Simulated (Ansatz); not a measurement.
An input for Ansatz 0.2.0 (GaSb (F-43m)):

```yaml
crystal:
  lattice:
    - [0.0, 3.059, 3.059]
    - [3.059, 0.0, 3.059]
    - [3.059, 3.059, 0.0]
  atoms:
    - { symbol: Ga, position: [0.0, 0.0, 0.0] }
    - { symbol: Sb, position: [0.25, 0.25, 0.25] }
kpoints:
  mp_grid: { grid: [4, 4, 4] }
hamiltonian:
  xc: r2scan
  pseudopotentials: { kind: paw, azcp: { folder: soft_1 } }
scf:
  occupations: { method: fixed }
gw:
  n_empty_bands: 238
  ecut_chi: 50
  qp_bands: [v2, c2]
  qp_kpoints: band_edges
  screening: { model: contour_deformation }
```

The database entry behind the starting cell differs from later determinations by our own check (about 0.4 % long), so it need not match the best structure at ambient conditions.

```sh
ansatz run input.yaml --threads 3 --pin off --max-ram 92160MiB --backend cuda --events-out ev --progress --plain --runs-dir out --devices 1 --max-vram 13GiB
```

How long will it take on 1 × NVIDIA H100 80GB HBM3 (shared by 6 runs) with 3 threads of AMD EPYC 7R13 (Zen 3), shared host, and how much memory?

It took 17 s; on shared hardware allow 8.7 s to 35 s. Peak host memory was 1.2 GiB. The sizes that set the cost: 1459 plane waves a state, 8 irreducible k points, 252 bands summed, 59 plane waves in the screening and 7 SCF cycles.

The screening grows as filled bands × empty bands × pairs of k points, times the square of the screening basis for the matrix.

[Paths, hosts, dates, memory and timing lines, banners, echoed tables and standing remarks are left out of the program output.]

[Logs are printed without paths, hosts, clocks, repeated set-up lines and the standing remarks that a program may print on its own settings, such as how far it seeks lower states.]

[Runs of the session that timed out or met a known fault of the program may be left out.]

[Cells called generated may have been cut or substituted from an entry of the Crystallography Open Database or the Materials Project.]

[Hosts, paths, dates, database ids (printed as entryN), source tags and the programs' standing remarks are cut or masked in the printed files.]
